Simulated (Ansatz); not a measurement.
# Ca on Ni(100): change of the work function, part 2 of 3

How does Ca on the hollow site change the work function of Ni(100) as the layer fills?

Ansatz 0.2.0; plane-wave DFT, PBE, Ansatz PAW (the session's first sound run).

So far, work function, upper face (eV): step 2 (the clean slab) 4.88; step 3 (17 atoms, coverage 0.25 ML, cell 2x2) 2.25.

### 4. The covered slab, coverage 0.5 ML

System of this step: Ca/Ni(100). The cell holds 18 atoms: 16 Ni and 2 Ca. Cell: a = 4.978 Å, b = 4.978 Å, c = 25.848 Å, α = 90.0°, β = 90.0°, γ = 90.0°. Vacuum lies along c.

Another coverage, to see how the dipoles act on each other as their distance changes.

Input file input.yaml:

```yaml
crystal:
  lattice:
    - [4.9780317396, 0.0, 0.0]
    - [0.0, 4.9780317396, 0.0]
    - [0.0, 0.0, 25.8480725631]
  atoms:
    - { symbol: Ni, position: [0.25, 0.25, 0.3481884376], spin: 0.76 }
    - { symbol: Ni, position: [0.0, 0.0, 0.4162786209], spin: 0.69 }
    - { symbol: Ni, position: [0.25, 0.25, 0.4852256947], spin: 0.7 }
    - { symbol: Ni, position: [0.0, 0.0, 0.5507420939], spin: 0.76 }
    - { symbol: Ni, position: [0.25, 0.75, 0.3481884376], spin: 0.76 }
    - { symbol: Ni, position: [0.0, 0.5, 0.4162786209], spin: 0.69 }
    - { symbol: Ni, position: [0.25, 0.75, 0.4852256947], spin: 0.7 }
    - { symbol: Ni, position: [0.0, 0.5, 0.5507420939], spin: 0.76 }
    - { symbol: Ni, position: [0.75, 0.25, 0.3481884376], spin: 0.76 }
    - { symbol: Ni, position: [0.5, 0.0, 0.4162786209], spin: 0.69 }
    - { symbol: Ni, position: [0.75, 0.25, 0.4852256947], spin: 0.7 }
    - { symbol: Ni, position: [0.5, 0.0, 0.5507420939], spin: 0.76 }
    - { symbol: Ni, position: [0.75, 0.75, 0.3481884376], spin: 0.76 }
    - { symbol: Ni, position: [0.5, 0.5, 0.4162786209], spin: 0.69 }
    - { symbol: Ni, position: [0.75, 0.75, 0.4852256947], spin: 0.7 }
    - { symbol: Ni, position: [0.5, 0.5, 0.5507420939], spin: 0.76 }
    - { symbol: Ca, position: [0.25, 0.25, 0.6518115624] }
    - { symbol: Ca, position: [0.75, 0.75, 0.6518115624] }
magnetization:
  spin_polarized: true
kpoints:
  mp_grid: { grid: [6, 6, 1] }
hamiltonian:
  xc: pbe
scf:
  occupations: { method: fermi_dirac, width: 0.1 }
  convergence: { dr2_threshold: 1.0e-08 }
efield:
  axis: 3
  dipole_correction: true
  ramp_position: 0.97
  ramp_width: 0.06
relax:
  f_tol: 0.02
  max_steps: 60
  constraints: [{ sites: [0, 1, 4, 5, 8, 9, 12, 13] }]
output:
  bader: true
  dos: { projected: true, e_range: [-8, 4] }
  write_potential: true
  write_density: true
  volumetric_format: npy
```

Command:

```bash
> ansatz run input.yaml --threads 4 --pin off --max-ram 12288MiB --backend cpu --events-out ev --progress --plain --runs-dir out
```

Wall time 13 min (4 threads of Arm Neoverse V1, shared host); peak memory 3.7 GiB; 49 min of CPU time.

Relaxation path:

```csv
step,energy less that of the first step (eV),largest force component (eV/Å)
1,0.0000,0.8817
2,-0.3124,0.5631
3,-0.4380,0.1054
4,-0.4417,0.0399
5,-0.4420,0.0051
```

Forces are held to the 16 operations that the run works with; a distortion that breaks them can't arise in this run.

The atoms that moved most (Å):

```csv
atom,dx,dy,dz,length
Ca18,0.000,0.000,-0.387,0.387
Ca17,0.000,0.000,-0.387,0.387
Ni4,0.000,0.000,0.024,0.024
Ni8,0.000,0.000,0.024,0.024
Ni16,0.000,0.000,0.024,0.024
Ni12,0.000,0.000,0.024,0.024
Ni3,0.000,0.000,-0.017,0.017
Ni15,0.000,0.000,-0.017,0.017
```

This step gave:

- energy at zero smearing: -97064.4397 eV
- total moment: 9.233 μB
- work function, upper face: 3.198 eV
- work function, lower face: 4.883 eV
- dipole along the normal: 0.2307 e·Å
- step between the vacuum levels: -1.685 eV

Running mean over 1.76 Å of the planar mean; the ramp of the sawtooth is left out. Table of electron's electrostatic potential energy less the Fermi level by z:

```csv
z (Å),electron's electrostatic potential energy less the Fermi level (eV)
3.5,4.88
4.0,4.88
4.5,4.88
5.0,4.88
5.5,4.87
6.0,4.84
6.5,4.74
7.0,4.38
7.5,2.93
8.0,-1.72
8.5,-7.39
9.0,-9.86
9.5,-10.2
10.0,-10.3
10.5,-10.3
11.0,-10.3
11.5,-10.2
12.0,-10.3
12.5,-10.4
13.0,-10.6
13.5,-10.7
14.0,-10.3
14.5,-9.46
15.0,-6.53
15.5,-4.10
16.0,-5.09
16.5,-6.33
17.0,-5.24
17.5,-2.11
18.0,0.679
18.5,2.05
19.0,2.69
19.5,2.99
20.0,3.11
20.5,3.17
21.0,3.19
21.5,3.19
22.0,3.20
22.5,3.20
```

The density of states has structure finer than the step of the table below, so its rows give means over 0.25 eV, whole bins alone (the curve runs from -8 to 1.98 eV). Peaks (eV: height): total -2.170: 59.5, -2.110: 68.6, -1.650: 56.5, -1.560: 83.2, -1.500: 58.4, -0.960: 77.6, -0.810: 69.6; up -2.170: 38.5, -2.110: 45.6, -1.650: 34.8, -1.560: 41.1, -0.780: 35.2, -0.660: 33.2, -0.570: 35.9; down -2.140: 34.7, -1.560: 42.1, -1.500: 40.5, -1.440: 33.7, -0.960: 47.7, -0.810: 37.6, 0.240: 40.3.

Density of states against energy, zero at the Fermi level; means over each step; values in states/eV a cell:

```csv
energy (eV),total,up,down
-7.75,1.09,0.548,0.539
-7.50,1.02,0.514,0.511
-7.25,1.08,0.544,0.540
-7.00,1.17,0.588,0.585
-6.75,2.08,1.02,1.06
-6.50,2.48,1.25,1.22
-6.25,2.79,1.42,1.37
-6.00,1.66,0.869,0.794
-5.75,2.64,1.39,1.25
-5.50,3.18,1.70,1.49
-5.25,3.73,1.94,1.79
-5.00,4.54,2.75,1.79
-4.75,5.10,2.87,2.23
-4.50,8.56,5.58,2.98
-4.25,12.3,7.66,4.63
-4.00,16.7,10.3,6.38
-3.75,24.6,17.1,7.50
-3.50,19.6,12.4,7.15
-3.25,30.0,13.1,16.9
-3.00,24.8,15.1,9.68
-2.75,28.4,16.9,11.5
-2.50,34.2,19.2,15.0
-2.25,41.6,24.8,16.8
-2.00,38.2,22.1,16.0
-1.75,38.3,21.0,17.3
-1.50,52.4,24.7,27.8
-1.25,44.7,27.5,17.2
-1.00,53.2,27.2,26.0
-0.75,54.9,29.7,25.2
-0.50,45.0,23.3,21.7
-0.25,32.3,6.06,26.3
0.00,27.1,4.40,22.7
0.25,28.2,3.98,24.2
0.50,11.1,3.52,7.58
0.75,9.37,4.89,4.48
1.00,8.84,4.27,4.57
1.25,8.39,4.18,4.22
1.50,9.28,4.15,5.12
1.75,9.39,4.57,4.82
```

Projected DOS per atom over height of the atomic layer and energy from the Fermi level. Layers: Ni4 Ni4 Ni4 Ni4 Ca2 from below.

Values in states/eV, 22 rows by 5 columns, each cell a mean:
```
0.21 0.25 0.21 0.31 0.11
0.25 0.31 0.27 0.28 0.11
0.34 0.29 0.36 0.34 0.23
1.11 1.03 0.94 0.69 0.41
2.10 1.55 1.63 1.55 0.50
2.89 2.36 2.51 2.74 0.33
4.00 2.80 2.39 3.71 0.21
3.39 2.49 2.90 3.41 0.25
2.49 1.77 2.02 2.53 0.26
2.33 2.61 2.26 2.72 0.42
1.50 1.75 1.66 1.77 0.33
1.17 1.95 1.93 1.32 0.02
0.91 1.86 1.81 0.97 0.04
0.54 1.10 1.16 0.59 0.06
0.30 0.53 0.62 0.36 0.06
0.18 0.30 0.30 0.22 0.03
0.13 0.25 0.25 0.16 0.01
0.09 0.16 0.14 0.11 0.01
0.14 0.19 0.16 0.16 0.03
0.06 0.13 0.13 0.08 0.01
0.02 0.10 0.11 0.04 0.00
0.02 0.10 0.11 0.04 0.00
```
Columns: height of the atomic layer (Å) from 9 to 16.5 (not evenly spaced); rows upwards: energy from the Fermi level (eV) from -7.96 to 1.95.

Projected DOS per atom, spin up over height of the atomic layer and energy from the Fermi level. Layers: Ni4 Ni4 Ni4 Ni4 Ca2 from below.

Values in states/eV, 22 rows by 5 columns, each cell a mean:
```
0.10 0.11 0.09 0.16 0.07
0.11 0.16 0.11 0.12 0.06
0.14 0.12 0.17 0.15 0.12
0.14 0.13 0.15 0.17 0.17
0.20 0.19 0.25 0.31 0.26
1.16 1.16 1.38 1.43 0.21
2.25 1.64 1.25 1.79 0.09
1.84 1.26 1.35 1.77 0.12
1.65 0.82 1.06 1.50 0.14
1.44 1.56 1.43 1.47 0.17
1.00 1.08 1.01 1.02 0.20
0.63 0.78 0.79 0.69 0.00
0.63 1.32 1.24 0.56 0.01
0.34 0.71 0.71 0.36 0.03
0.18 0.35 0.39 0.20 0.03
0.10 0.17 0.18 0.12 0.02
0.07 0.13 0.13 0.08 0.01
0.05 0.08 0.08 0.06 0.01
0.07 0.09 0.08 0.08 0.01
0.03 0.07 0.07 0.04 0.00
0.01 0.05 0.05 0.02 0.00
0.01 0.05 0.05 0.02 0.00
```
Columns: height of the atomic layer (Å) from 9 to 16.5 (not evenly spaced); rows upwards: energy from the Fermi level (eV) from -7.96 to 1.95.

Projected DOS per atom, spin down over height of the atomic layer and energy from the Fermi level. Layers: Ni4 Ni4 Ni4 Ni4 Ca2 from below.

Values in states/eV, 22 rows by 5 columns, each cell a mean:
```
0.12 0.15 0.12 0.15 0.04
0.15 0.16 0.16 0.16 0.06
0.20 0.17 0.19 0.18 0.11
0.97 0.90 0.80 0.53 0.24
1.90 1.36 1.39 1.24 0.24
1.73 1.21 1.13 1.31 0.12
1.74 1.17 1.14 1.92 0.12
1.55 1.23 1.55 1.64 0.13
0.83 0.94 0.96 1.04 0.12
0.88 1.05 0.83 1.25 0.25
0.50 0.68 0.65 0.75 0.13
0.54 1.16 1.14 0.63 0.02
0.28 0.54 0.57 0.40 0.03
0.20 0.39 0.45 0.23 0.03
0.12 0.18 0.22 0.16 0.03
0.07 0.13 0.12 0.09 0.01
0.06 0.12 0.12 0.08 0.01
0.04 0.07 0.07 0.06 0.01
0.07 0.09 0.08 0.08 0.01
0.03 0.07 0.07 0.04 0.01
0.01 0.05 0.05 0.02 0.00
0.01 0.05 0.05 0.02 0.00
```
Columns: height of the atomic layer (Å) from 9 to 16.5 (not evenly spaced); rows upwards: energy from the Fermi level (eV) from -7.96 to 1.95.

Site moment by atom:

```csv
atom,site moment (μB)
Ni1,0.747
Ni2,0.682
Ni3,0.636
Ni4,0.412
Ni5,0.764
Ni6,0.682
Ni7,0.610
Ni8,0.412
Ni9,0.764
Ni10,0.682
Ni11,0.610
Ni12,0.412
Ni13,0.747
Ni14,0.682
Ni15,0.636
Ni16,0.412
Ca17,-0.026
Ca18,-0.026
```

The relaxation took 5 steps and lowered the energy by 0.44 eV; the largest force on the free atoms ends at 0.0051 eV/Å.

The covered face has 3.20 eV, -1.68 eV against the clean one; the bare back face has moved by +0.00 eV, a measure of how thin the slab is.

### 5. Work function against coverage

This step: plane-wave DFT, PBE, Ansatz PAW; work function against coverage (Ansatz 0.2.0).

The runs are now put side by side.

This step gave:

| Item | Value |
| --- | --- |
| work function of the clean face | 4.883 eV |
| largest change of the work function | -2.638 eV |

Table of work function of the covered face by coverage:

```csv
coverage (adsorbates/nm²),work function of the covered face (eV)
0.00,4.88
4.04,2.25
8.07,3.20
```

The dipole per adsorbate comes from the change of the cell's dipole. Coverage, by row:

```csv
coverage (1/nm²),coverage (ML),work function (eV),change (eV),"dipole per adsorbate, positive end outwards (debye)",mean height of the added atoms over the highest substrate atom (Å)
4.035,0.25,2.245,-2.638,1.745,2.116
8.071,0.5,3.198,-1.684,0.554,2.201
```

### 6. The slab at 0.25 ML, atoms frozen

This step: plane-wave DFT, PBE, Ansatz PAW (Ansatz 0.2.0).

System of this step: Ca/Ni(100). The cell holds 17 atoms: 16 Ni and 1 Ca. Its edges and angles: a = 4.978 Å, b = 4.978 Å, c = 25.848 Å, α = 90.0°, β = 90.0°, γ = 90.0°. Vacuum lies along c.

To see where the charge goes, the covered slab, the bare substrate and the adsorbate layer are each run at the same frozen positions and on the same grid.

Input file input.yaml:

```yaml
crystal:
  lattice:
    - [4.9780317396, 0.0, 0.0]
    - [0.0, 4.9780317396, 0.0]
    - [0.0, 0.0, 25.8480725631]
  atoms:
    - { symbol: Ni, position: [0.25, 0.25, 0.3481884376], spin: 0.7 }
    - { symbol: Ni, position: [0.0, 0.0, 0.4162786209], spin: 0.7 }
    - { symbol: Ni, position: [0.25, 0.25, 0.4859813025], spin: 0.7 }
    - { symbol: Ni, position: [-0.0028195553, -0.0028195553, 0.5514346345], spin: 0.7 }
    - { symbol: Ni, position: [0.25, 0.75, 0.3481884376], spin: 0.7 }
    - { symbol: Ni, position: [0.0, 0.5, 0.4162786209], spin: 0.7 }
    - { symbol: Ni, position: [0.25, 0.75, 0.4852089913], spin: 0.7 }
    - { symbol: Ni, position: [-0.0028195553, 0.5028195553, 0.5514346345], spin: 0.7 }
    - { symbol: Ni, position: [0.75, 0.25, 0.3481884376], spin: 0.7 }
    - { symbol: Ni, position: [0.5, 0.0, 0.4162786209], spin: 0.7 }
    - { symbol: Ni, position: [0.75, 0.25, 0.4852089913], spin: 0.7 }
    - { symbol: Ni, position: [0.5028195553, -0.0028195553, 0.5514346345], spin: 0.7 }
    - { symbol: Ni, position: [0.75, 0.75, 0.3481884376], spin: 0.7 }
    - { symbol: Ni, position: [0.5, 0.5, 0.4162786209], spin: 0.7 }
    - { symbol: Ni, position: [0.75, 0.75, 0.4839903355], spin: 0.7 }
    - { symbol: Ni, position: [0.5028195553, 0.5028195553, 0.5514346345], spin: 0.7 }
    - { symbol: Ca, position: [0.25, 0.25, 0.6333149644] }
magnetization:
  spin_polarized: true
kpoints:
  mp_grid: { grid: [6, 6, 1] }
hamiltonian:
  xc: pbe
scf:
  occupations: { method: fermi_dirac, width: 0.1 }
  convergence: { dr2_threshold: 1.0e-08 }
efield:
  axis: 3
  dipole_correction: true
  ramp_position: 0.97
  ramp_width: 0.06
output:
  write_potential: true
  write_density: true
  volumetric_format: npy
```

Elapsed: 3.1 min, on 4 threads; peak memory 3.7 GiB.

This step gave:

```yaml
energy_at_zero_smearing: -95246.7359 eV
total_moment: 9.944 μB
work_function_upper_face: 2.246 eV
work_function_lower_face: 4.897 eV
dipole_along_the_normal: 0.3631 e·Å
step_between_the_vacuum_levels: -2.651 eV
```

The work function of the upper face is 2.25 eV.

### 7. The substrate of the 0.25 ML cell alone

System of this step: Ca/Ni(100), substrate alone, atoms held. The cell holds 16 atoms: 16 Ni. Cell: a = 4.978 Å, b = 4.978 Å, c = 25.848 Å, α = 90.0°, β = 90.0°, γ = 90.0°. Vacuum lies along c.

The second part, atoms unmoved.

input.yaml, the sections that differ from step 6:

```yaml
crystal:
  lattice:
    - [4.9780317396, 0.0, 0.0]
    - [0.0, 4.9780317396, 0.0]
    - [0.0, 0.0, 25.8480725631]
  atoms:
    - { symbol: Ni, position: [0.25, 0.25, 0.3481884376], spin: 0.76 }
    - { symbol: Ni, position: [0.0, 0.0, 0.4162786209], spin: 0.69 }
    - { symbol: Ni, position: [0.25, 0.25, 0.4859813025], spin: 0.68 }
    - { symbol: Ni, position: [-0.0028195553, -0.0028195553, 0.5514346345], spin: 0.56 }
    - { symbol: Ni, position: [0.25, 0.75, 0.3481884376], spin: 0.76 }
    - { symbol: Ni, position: [0.0, 0.5, 0.4162786209], spin: 0.69 }
    - { symbol: Ni, position: [0.25, 0.75, 0.4852089913], spin: 0.65 }
    - { symbol: Ni, position: [-0.0028195553, 0.5028195553, 0.5514346345], spin: 0.56 }
    - { symbol: Ni, position: [0.75, 0.25, 0.3481884376], spin: 0.76 }
    - { symbol: Ni, position: [0.5, 0.0, 0.4162786209], spin: 0.69 }
    - { symbol: Ni, position: [0.75, 0.25, 0.4852089913], spin: 0.65 }
    - { symbol: Ni, position: [0.5028195553, -0.0028195553, 0.5514346345], spin: 0.56 }
    - { symbol: Ni, position: [0.75, 0.75, 0.3481884376], spin: 0.76 }
    - { symbol: Ni, position: [0.5, 0.5, 0.4162786209], spin: 0.69 }
    - { symbol: Ni, position: [0.75, 0.75, 0.4839903355], spin: 0.63 }
    - { symbol: Ni, position: [0.5028195553, 0.5028195553, 0.5514346345], spin: 0.56 }
# magnetization, kpoints, hamiltonian, scf, efield, output: as in step 6
```

Run time: 3 min. Hardware: 4 threads; peak memory 3.6 GiB.

This step gave:

| Quantity | Value |
| --- | --- |
| energy at zero smearing | -93428.5121 eV |
| total moment | 11.00 μB |
| work function, upper face | 4.883 eV |
| dipole along the normal | 8.64e-5 e·Å |

Site moment by atom:

```csv
atom,site moment (μB)
Ni1,0.761
Ni2,0.694
Ni3,0.696
Ni4,0.760
Ni5,0.763
Ni6,0.694
Ni7,0.696
Ni8,0.760
Ni9,0.763
Ni10,0.694
Ni11,0.696
Ni12,0.760
Ni13,0.764
Ni14,0.694
Ni15,0.696
Ni16,0.760
```

The work function of the upper face is 4.88 eV.

### 8. The adsorbate layer of the 0.25 ML cell alone

System of this step: Ca/Ni(100), adsorbate layer alone, atoms held. The cell holds 1 atom: 1 Ca. Its edges and angles: a = 4.978 Å, b = 4.978 Å, c = 25.848 Å, α = 90.0°, β = 90.0°, γ = 90.0°. Vacuum lies along c.

The third part; a free layer of atoms may carry a moment, so spin is on.

input.yaml, the sections that differ from step 7:

```yaml
crystal:
  lattice:
    - [4.9780317396, 0.0, 0.0]
    - [0.0, 4.9780317396, 0.0]
    - [0.0, 0.0, 25.8480725631]
  atoms:
    - { symbol: Ca, position: [0.25, 0.25, 0.6333149644], spin: 1.0 }
# magnetization, kpoints, hamiltonian, scf, efield, output: as in step 7
```

It took 7.6 s on 4 threads; peak memory 0.73 GiB.

This step gave:

```yaml
energy_at_zero_smearing: -1815.3123 eV
work_function_upper_face: 2.791 eV
dipole_along_the_normal: -1.12e-6 e·Å
```

At this spacing and smearing the free layer keeps no moment.

### 9. Where the charge went at 0.25 ML

This step: plane-wave DFT, PBE, Ansatz PAW; density difference on adsorption (Ansatz 0.2.0).

The densities of the parts are taken from that of the whole and averaged over planes; the first moment of what is left gives the step in the potential.

This step gave:

```
largest charge moved                 : 0.01046 e/Å²
potential step from the moved charge : -2.650 eV
```

The electron density difference oscillates, so the rows of the table below give means over windows of 0.5 Å about each position, cut where the curve ends. Its maxima inside the range that stand out by 2 % of the span (Å: e/Å³): 14.22: -0.00174, 15.22: 0.0197, 16.80: -0.00200. Its minima: 13.93: -0.00461, 14.50: -0.00682, 16.37: -0.00400, 17.52: -0.00688.

Planar mean, whole system less its parts. Table of electron density difference by z; means over each step:

```csv
z (Å),electron density difference (e/Å³)
5.5,1.9e-6
6.0,5.3e-6
6.5,1.3e-5
7.0,2.9e-5
7.5,4.2e-5
8.0,-6.2e-6
8.5,-1.1e-4
9.0,6.3e-5
9.5,-1.2e-4
10.0,4.4e-5
10.5,-1.2e-5
11.0,-2.6e-5
11.5,-5.2e-6
12.0,-5.6e-5
12.5,6.2e-5
13.0,-6.1e-4
13.5,-0.00302
14.0,-0.00360
14.5,-0.00306
15.0,0.0146
15.5,0.0144
16.0,0.00141
16.5,-0.00338
17.0,-0.00332
17.5,-0.00648
18.0,-0.00477
18.5,-0.00199
19.0,-5.1e-4
19.5,2.0e-5
20.0,1.2e-4
20.5,1.0e-4
21.0,6.4e-5
21.5,3.5e-5
22.0,1.9e-5
22.5,9.0e-6
23.0,4.3e-6
23.5,1.9e-6
```

Planar mean, whole system less its parts. Table of electrons moved below z by z:

z (Å), electrons moved below z (e/Å²) and a bar from the least value:
```
        5     0.0000 #######
        6     0.0000 #######
        7     0.0000 #######
        8     0.0001 #######
        9     0.0000 #######
       10     0.0000 #######
       11     0.0000 #######
       12    -0.0001 #######
       13    -0.0001 #######
       14    -0.0032 
       15    -0.0013 ####
       16     0.0104 ##############################
       17     0.0075 ########################
       18     0.0017 ###########
       19    -0.0001 #######
       20    -0.0001 #######
       21     0.0000 #######
       22     0.0000 #######
       23     0.0000 #######
       24     0.0000 #######
```

[end of part 2 of 3]

[Logs are printed without paths, hosts, clocks, repeated set-up lines and the standing remarks that a program may print on its own settings, such as how far it seeks lower states.]

[Hosts, paths, dates, database ids (printed as entryN), source tags and the programs' standing remarks are cut or masked in the printed files.]

[Maps of the electrostatic potential energy from Ansatz leave out the sawtooth potential of an applied field or a dipole correction, so their vacuum need not be flat; planar profiles and work functions include it.]

[The density of states shown here was stored with 400 of the rows of the run's finer table, so its peaks can read low, often by over a quarter, or be missed, and its means over a window can be off by a tenth or more.]
